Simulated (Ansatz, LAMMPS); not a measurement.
# Amorphous 62SiO2-38GeO2 (mol %) (96 atoms): geometry optimisation, part 3 of 4

How does amorphous 62SiO2-38GeO2 (mol %) (96 atoms) relax, and what do bonds, charges and levels look like afterwards?

Ansatz 0.2.0; Kohn-Sham DFT, PBE, PAW (set soft_2), plane waves.

The cell: 20 Si, 12 Ge and 64 O. The quench rate of 50 K/ps is many orders above laboratory rates. The network of bonds at the start is that of the classical potential that made the cell. The Brillouin zone is sampled at Γ only, in a cell whose shortest periodic width is 11 Å.

So far. Step 4 (Cell and atoms relaxed): The relaxation changed the energy by -77.3 meV/atom, and atoms moved by 0.32 Å r.m.s., 0.81 Å at most.

## 6. Single point at the relaxed geometry

The electronic structure is read at the final geometry, in a run of its own.

input.yaml reads:

```yaml
crystal:
  lattice:
    - [11.71844, 0.16777, -0.37536]
    - [0.16777, 10.96694, 0.14783]
    - [-0.37536, 0.14783, 10.92039]
  atoms:
    - { symbol: Si, position: [0.96202, 0.18661, 0.79464] }
    - { symbol: Si, position: [0.27413, 0.4262, 0.96974] }
    - { symbol: Si, position: [0.62616, 0.6987, 0.48274] }
    - { symbol: Si, position: [0.85805, 0.53191, 0.4772] }
    - { symbol: Si, position: [0.10509, 0.53217, 0.53336] }
    - { symbol: Si, position: [0.10273, 0.02607, 0.40994] }
    - { symbol: Si, position: [0.08428, 0.05713, 0.02607] }
    - { symbol: Si, position: [0.53849, 0.09206, 0.69195] }
    - { symbol: Si, position: [0.74918, 0.09064, 0.88008] }
    - { symbol: Si, position: [0.05987, 0.83772, 0.86045] }
    - { symbol: Si, position: [0.90775, 0.05932, 0.23833] }
    - { symbol: Si, position: [0.32892, 0.16213, 0.03942] }
    - { symbol: Si, position: [0.37893, 0.97655, 0.86064] }
    - { symbol: Si, position: [0.2176, 0.63258, 0.77185] }
    - { symbol: Si, position: [0.52557, 0.18663, 0.24448] }
    - { symbol: Si, position: [0.45994, 0.84076, 0.09213] }
    - { symbol: Si, position: [0.49411, 0.60163, 0.23734] }
    - { symbol: Si, position: [0.69904, 0.29234, 0.06205] }
    - { symbol: Si, position: [0.55231, 0.97516, 0.44439] }
    - { symbol: Si, position: [0.87407, 0.3459, 0.26157] }
    - { symbol: Ge, position: [0.41284, 0.38173, 0.40393] }
    - { symbol: Ge, position: [0.53666, 0.51072, 0.99231] }
    - { symbol: Ge, position: [0.06572, 0.49684, 0.13463] }
    - { symbol: Ge, position: [0.73934, 0.87797, 0.07888] }
    - { symbol: Ge, position: [0.81528, 0.43607, 0.74967] }
    - { symbol: Ge, position: [0.14493, 0.03635, 0.68373] }
    - { symbol: Ge, position: [0.48671, 0.62648, 0.74152] }
    - { symbol: Ge, position: [0.18523, 0.25591, 0.52266] }
    - { symbol: Ge, position: [0.32331, 0.90941, 0.31806] }
    - { symbol: Ge, position: [0.87176, 0.65479, 0.94567] }
    - { symbol: Ge, position: [0.24624, 0.62036, 0.31559] }
    - { symbol: Ge, position: [0.54119, 0.3679, 0.6637] }
    - { symbol: O, position: [0.98723, 0.58133, 0.45393] }
    - { symbol: O, position: [0.29993, 0.28276, 0.95078] }
    - { symbol: O, position: [0.52231, 0.30175, 0.33726] }
    - { symbol: O, position: [0.39239, 0.48811, 0.01953] }
    - { symbol: O, position: [0.62588, 0.84516, 0.44925] }
    - { symbol: O, position: [0.75487, 0.63748, 0.47519] }
    - { symbol: O, position: [0.69056, 0.36484, 0.68653] }
    - { symbol: O, position: [0.3887, 0.9316, 0.17865] }
    - { symbol: O, position: [0.07729, 0.91374, 0.9886] }
    - { symbol: O, position: [0.19028, 0.98234, 0.30563] }
    - { symbol: O, position: [0.22676, 0.49994, 0.84509] }
    - { symbol: O, position: [0.55246, 0.64157, 0.36622] }
    - { symbol: O, position: [0.74226, 0.95199, 0.93563] }
    - { symbol: O, position: [0.24821, 0.15718, 0.63699] }
    - { symbol: O, position: [0.62106, 0.38015, 0.9628] }
    - { symbol: O, position: [0.03426, 0.1619, 0.67617] }
    - { symbol: O, position: [0.1453, 0.95952, 0.53901] }
    - { symbol: O, position: [0.41438, 0.95305, 0.44282] }
    - { symbol: O, position: [0.34261, 0.67909, 0.72622] }
    - { symbol: O, position: [0.30877, 0.75372, 0.359] }
    - { symbol: O, position: [0.42885, 0.70558, 0.14816] }
    - { symbol: O, position: [0.97141, 0.54584, 0.01355] }
    - { symbol: O, position: [0.80303, 0.96995, 0.19349] }
    - { symbol: O, position: [0.12894, 0.61556, 0.65246] }
    - { symbol: O, position: [0.85275, 0.09741, 0.79084] }
    - { symbol: O, position: [0.41343, 0.08394, 0.95628] }
    - { symbol: O, position: [0.55176, 0.64389, 0.89508] }
    - { symbol: O, position: [0.37973, 0.51844, 0.28868] }
    - { symbol: O, position: [0.58173, 0.53098, 0.15268] }
    - { symbol: O, position: [0.47611, 0.46463, 0.76675] }
    - { symbol: O, position: [0.41239, 0.85331, 0.9483] }
    - { symbol: O, position: [0.59677, 0.85987, 0.11729] }
    - { symbol: O, position: [0.99609, 0.07884, 0.13221] }
    - { symbol: O, position: [0.13047, 0.62661, 0.20653] }
    - { symbol: O, position: [0.04649, 0.15463, 0.91595] }
    - { symbol: O, position: [0.83043, 0.42385, 0.37817] }
    - { symbol: O, position: [0.48724, 0.44984, 0.5268] }
    - { symbol: O, position: [0.79642, 0.72658, 0.06319] }
    - { symbol: O, position: [0.5717, 0.67475, 0.61898] }
    - { symbol: O, position: [0.47665, 0.2264, 0.65521] }
    - { symbol: O, position: [0.21654, 0.5463, 0.45046] }
    - { symbol: O, position: [0.21368, 0.09336, 0.07142] }
    - { symbol: O, position: [0.91567, 0.32786, 0.81422] }
    - { symbol: O, position: [0.86723, 0.19709, 0.28116] }
    - { symbol: O, position: [0.39995, 0.18852, 0.17022] }
    - { symbol: O, position: [0.87961, 0.48299, 0.61806] }
    [... 12 atom lines left out ...]
    - { symbol: O, position: [0.7864, 0.56092, 0.84552] }
    - { symbol: O, position: [0.16438, 0.73348, 0.85968] }
    - { symbol: O, position: [0.45916, 0.98592, 0.74388] }
    - { symbol: O, position: [0.04419, 0.92671, 0.74154] }
    - { symbol: O, position: [0.00283, 0.39394, 0.23462] }
    - { symbol: O, position: [0.09852, 0.1757, 0.41557] }
kpoints:
  mp_grid: { grid: [1, 1, 1] }
hamiltonian:
  xc: pbe
scf:
  occupations: { method: fermi_dirac, width: 0.025 }
output:
  forces: true
  stress: true
  populations: true
  dos:
    method: { smearing: { sigma: 0.08 } }
    de: 0.05
    projected: { site_lists: { Ge: [Ge], O: [O], Si: [Si] } }
  eigenvalues: true
  write_density: true
  write_potential: true
  volumetric_format: npy
```

Command:

```sh
> ansatz run input.yaml --threads 4 --pin off --max-ram 8192MiB --backend cpu --events-out ev --progress --plain --runs-dir out
```

Numbers of over 12 decimals in the logs are rounded to 6 here.

Output:

```text
[...]
Crystal: 96 atoms, lattice volume = 1401.311 Å³
Basis set: ecut = 420 eV, 27417 PW (Γ), exchange–correlation on 160×150×150 points (8 copies of the dense FFT grid, shifted against one another)
Bands: 412, of which v1, the nominal top of the filled ones, is band 316 counted from 1 (315 counted from 0)
Symmetry: 1 space group operations
[...]
k-points: 1
[...]
SCF iter   1: F=—  HF=-100629.537606 eV  |F-HF|=—  |Δ(HF+E_count)|=         —  Δρ=2.33e-3  dr2=1.27e-1  ethr=1.77e-3  ⟨swp⟩=5.0  Hψ=1604  notcnv=0  defer=81
[...]
SCF iter  10: F=-100629.538749 eV  HF=-100629.538749 eV  |F-HF|=2.96e-8  |Δ(HF+E_count)|=   3.02e-8  Δρ=1.58e-6  dr2=3.35e-8  ethr=1.58e-11  ⟨swp⟩=17.0  Hψ=3419  notcnv=0
SCF 1 converged in 10 iterations: F = -100629.538749 eV  dr2 = 3.35e-8
[...]
WARN: The input density's exchange-correlation potential varies sharply where the density is thin. Do not read a vacuum level from v_tot or v_xc, or from such a field of the output density. On a cell that repeats whose density bears no net charge and no dipole along the vacuum's axis use v_es (v_loc + v_h of the components); [...]
SCF converged after 10 iterations
Free energy (F): -100629.538749 eV
[...]
Internal energy: -100629.538749 eV  (E = F + TS)
E sigma→0 (E₀):  -100629.538749 eV
Fermi energy:    4.098049 eV
[...]
--- Forces (eV/Å), atoms counted from 1 ---
  atom   1  Si    -0.00066231    -0.00808723    -0.01784382
  atom   2  Si     0.00467096     0.00457256     0.00206511
  atom   3  Si    -0.00683076    -0.00334079    -0.01530423
  atom   4  Si    -0.00317851     0.00340018    -0.00472982
  atom   5  Si     0.01035015     0.00415658     0.00010679
  atom   6  Si    -0.00134757     0.00780583     0.00143118
  atom   7  Si    -0.00540108     0.00680172     0.01131115
  atom   8  Si     0.00708717     0.00231435    -0.00164058
  atom   9  Si     0.00688977     0.00509452    -0.00004591
  atom  10  Si     0.00718955     0.00473555    -0.00298751
  atom  11  Si     0.00724860     0.00037093     0.00028906
  atom  12  Si    -0.00133795    -0.00920447    -0.00343602
  atom  13  Si     0.01100593     0.00278152    -0.00080941
  atom  14  Si    -0.01142651    -0.00290049     0.00082022
[...]
atom  95  O     -0.00215745    -0.00265416     0.00382111
  atom  96  O     -0.00022534    -0.00179890    -0.00278933
  max |Σ_I F_I| component: 2.93e-5 eV/Å
--- Stress (GPa, compression-positive) ---
        0.015991       0.010643      -0.015475
        0.010645      -0.027762       0.005084
       -0.015474       0.005084      -0.028279
  P = ⅓ Tr σ = -0.0133 GPa (-0.133 kbar)
--- Band table (eV) ---
[...]
--- Löwdin populations: 96 sites ---
  site symbol       q [e]
     0     Si      2.2374
     1     Si      2.2246
     2     Si      2.2063
[...]
95      O      6.7595
  spilling = 0.009545 (of n_electrons = 632.000000)
```

Elapsed: 23 s, on 4 threads of Arm Neoverse V2, shared host; peak memory 1.9 GiB.

The program notes that the exchange-correlation potential is rough where the density is thin.

Read from the output:

```
free energy                                      : -100629.5387 eV
free energy per atom                             : -1048.2244 eV/atom
SCF cycles                                       : 10
pressure                                         : -0.01335 GPa
r.m.s. force component                           : 0.00612 eV/Å
longest force                                    : 0.02976 eV/Å
Fermi energy                                     : 4.098 eV
gap (highest filled to lowest empty level) : 2.605 eV
spilling of the projection                       : 0.009545
```

Löwdin charges by element and coordination (they lack the spilled electrons, 0.063 e an atom on average):

| element | coordination | atoms | mean charge (e) | spread | least | most |
| --- | --- | --- | --- | --- | --- | --- |
| Ge | all | 12 | 1.61 | 0.0233 | 1.57 | 1.65 |
| Ge | 4 | 11 | 1.61 | 0.0219 | 1.58 | 1.65 |
| Ge | 5 | 1 | 1.57 | 0 | 1.57 | 1.57 |
| O | all | 64 | -0.761 | 0.0242 | -0.797 | -0.693 |
| O | 2 | 63 | -0.762 | 0.0228 | -0.797 | -0.699 |
| O | 3 | 1 | -0.693 | 0 | -0.693 | -0.693 |
| Si | all | 20 | 1.77 | 0.0152 | 1.74 | 1.79 |

Charge against the make-up of the first shell:

| Ge neighbours of O | atoms | mean charge (e) |
| --- | --- | --- |
| 0 | 27 | -0.782 |
| 1 | 25 | -0.757 |
| 2 | 12 | -0.723 |

Density of states as counts of states in windows of 1 eV (from the Fermi level), total and the larger projections:

| from (eV) | to (eV) | total | O p | Si p |
| --- | --- | --- | --- | --- |
| -14 | -12 | 0.0 | 0.0 | 0.0 |
| -12 | -11 | 4.2 | 2.5 | 0.1 |
| -11 | -10 | 17.5 | 10.9 | 0.5 |
| -10 | -9 | 14.4 | 9.2 | 0.7 |
| -9 | -8 | 20.0 | 13.8 | 1.7 |
| -8 | -7 | 37.1 | 27.8 | 4.8 |
| -7 | -6 | 31.1 | 23.8 | 3.2 |
| -6 | -5 | 30.1 | 24.1 | 2.2 |
| -5 | -4 | 64.2 | 56.2 | 2.7 |
| -4 | -3 | 87.2 | 81.5 | 1.6 |
| -3 | -2 | 70.0 | 67.6 | 0.6 |
| -2 | -1 | 8.3 | 7.9 | 0.1 |
| -1 | 1 | 0.0 | 0.0 | 0.0 |
| 1 | 2 | 2.2 | 0.5 | 0.0 |
| 2 | 3 | 6.1 | 1.6 | 0.2 |
| 3 | 4 | 9.8 | 2.5 | 0.5 |
| 4 | 5 | 8.3 | 1.7 | 0.7 |

Between -26 and -14 eV lie 228 more states.

The levels nearest the highest filled one (over half full), pooled over k-points and spins:

| level less the highest filled one (eV) | occupation |
| --- | --- |
| -0.782 | 2 |
| -0.780 | 2 |
| -0.608 | 2 |
| -0.356 | 2 |
| -0.290 | 2 |
| 0 | 2 |
| 2.61 | 0 |
| 3.37 | 0 |
| 3.53 | 0 |
| 3.83 | 0 |
| 4.35 | 0 |
| 4.67 | 0 |

Valence density in the ac plane at fractional y = 0.626, with atoms of Si and Ge and O within 0.2 Å of it. It is the smooth field of the valence electrons, not physical close to the nuclei.

Values in e/Å³, 13 rows by 16 columns, each cell a mean:
```
 0  0  0  0  0  0  0  0  1  1  0  0  0  4  6  0
 0  0  0  0  0  0  0  0  3  3  0  0  1  1  1  0
 0  0  0  0  0  1  0  3  3  0  0  0  1  0  0  0
 0  1  1  0  1  2  1 12  8  0  0  0  0  0  0  0
 0  3  4  1  0  0  0  0  1  2  0  0  0  0  0  0
 0  1  1  0  0  0  0  0  0  1  0  0  0  0  0  0
 1  0  0  0  0  0  0  0  0  0  0  2  4  1  0  1
 1  0  0  1  0  0  0  0  2  2  0  1  1  0  0  1
 0  0  0  8 11  0  0  0  3  3  0  0  0  0  0  0
 0  1  2  3  3  0  0  0  0  0  0  0  0  0  0  0
 0  2  4  0  0  0  0  1  0  0  0  0  0  0  0  0
 0  0  0  0  0  0  0  0  0  0  0  0  0  0  0  0
 0  0  0  0  0  0  0  0  0  0  0  0  0  0  1  1
```
Columns run along a (11.7 Å), rows up along c (10.9 Å). Atoms in or near the plane, at fractional coordinates: Si at (0.22, 0.77), Ge at (0.49, 0.74), Ge at (0.25, 0.32), O at (0.75, 0.48), O at (0.55, 0.37), O at (0.13, 0.65), O at (0.55, 0.90), O at (0.13, 0.21).

Electrostatic potential energy in the ac plane at fractional y = 0.626, with atoms of Si and Ge and O within 0.2 Å of it. With pseudopotentials it is smooth inside the atoms' cores, unlike the true potential.

Values in eV, 13 rows by 16 columns, each cell a mean:
```
  8   9   9   9   8   9   9   6  -8  -7   8   8   1 -27 -31  -4
  9   9   6  -1   2   7   7   4 -25 -19   9   9   0 -11 -11   4
  9   7 -11 -36 -21   2   0 -20 -20   1   9   9   6   7   7   9
 10   3 -17 -28 -13 -11  -9 -33 -30  -1   8   9   9   9   9  10
  9 -17 -33   2   7   8   5  -5  -7 -10   7   9   9   9   9  10
  7  -1  -1   8   9   9   9   8   5  -3   2   5   5   6   7   8
 -2   1   3   7   8   9   9   9   6  -6 -11 -18 -32  -2   2  -4
  1   7   5  -2  -4   5   8   8  -9 -15   1  -2  -7   2   4  -3
 10   8   0 -29 -33  -6   5   0 -25 -17   8   9   9   8   8   9
  9  -2 -18 -21 -21  -1  -1 -30 -32  -1   8   9   9   9   9   9
  7 -15 -28   2   4   6   2 -20 -19   3   9  10  10  10   9   8
  6   5   7   9   9   9   7   5   5   7   9  10   9   8   8   7
  7   8   9   9   9  10   9   7   4   5   8   9   6  -4  -7   3
```
Columns run along a (11.7 Å; values clipped at the 3rd and 97th percentile), rows up along c (10.9 Å). Atoms in or near the plane, at fractional coordinates: Si at (0.22, 0.77), Ge at (0.49, 0.74), Ge at (0.25, 0.32), O at (0.75, 0.48), O at (0.55, 0.37), O at (0.13, 0.65), O at (0.55, 0.90), O at (0.13, 0.21).

Mean Löwdin charges: Ge +1.61, O -0.76, Si +1.77 e (they miss 0.95 % of the electrons, so they add up to more than the cell's charge). The charge on O changes by +0.029 e for each Ge neighbour that takes the place of another kind, on average.

A closer look about Ge26, which has 5 bonded neighbours where the commonest count for Ge is 4: 13 atoms, nearest first, numbered in the order of the input, with positions taken from that point.

| atom | x | y | z | distance (Å) | bonds | Löwdin charge (e) |
| --- | --- | --- | --- | --- | --- | --- |
| Ge26 | 0.00 | 0.00 | 0.00 | 0.00 | 5 | 1.57 |
| O49 | 0.05 | -0.86 | -1.59 | 1.81 | 2 | -0.76 |
| O94 | -1.22 | -1.21 | 0.65 | 1.84 | 2 | -0.77 |
| O89 | 1.14 | -0.55 | 1.34 | 1.84 | 2 | -0.77 |
| O48 | -1.27 | 1.36 | -0.02 | 1.86 | 2 | -0.76 |
| O46 | 1.25 | 1.34 | -0.53 | 1.90 | 2 | -0.73 |
| Si1 | -2.16 | 1.63 | 1.30 | 3.00 | 4 | 1.76 |
| Si6 | -0.39 | -0.16 | -2.98 | 3.01 | 4 | 1.74 |
| Ge28 | 0.57 | 2.39 | -1.74 | 3.01 | 4 | 1.58 |
| Si10 | -1.10 | -2.17 | 1.93 | 3.10 | 4 | 1.75 |
| O67 | -1.22 | 1.31 | 2.59 | 3.15 | 2 | -0.80 |
| O96 | -0.42 | 1.48 | -2.89 | 3.27 | 2 | -0.76 |
| Si13 | 2.67 | -0.59 | 1.84 | 3.29 | 4 | 1.76 |

The column of bonds counts only the pairs O-Si within 2.08 Å, O-Ge within 2.27 Å; other neighbours, such as metal atoms beside each other in a compound, aren't counted, and periodic images can show an atom twice.

(Continued in part 4 of 4.)

[Logs are printed without paths, hosts, clocks, repeated set-up lines and the standing remarks that a program may print on its own settings, such as how far it seeks lower states.]

[Hosts, paths, dates, database ids (printed as entryN), source tags and the programs' standing remarks are cut or masked in the printed files.]
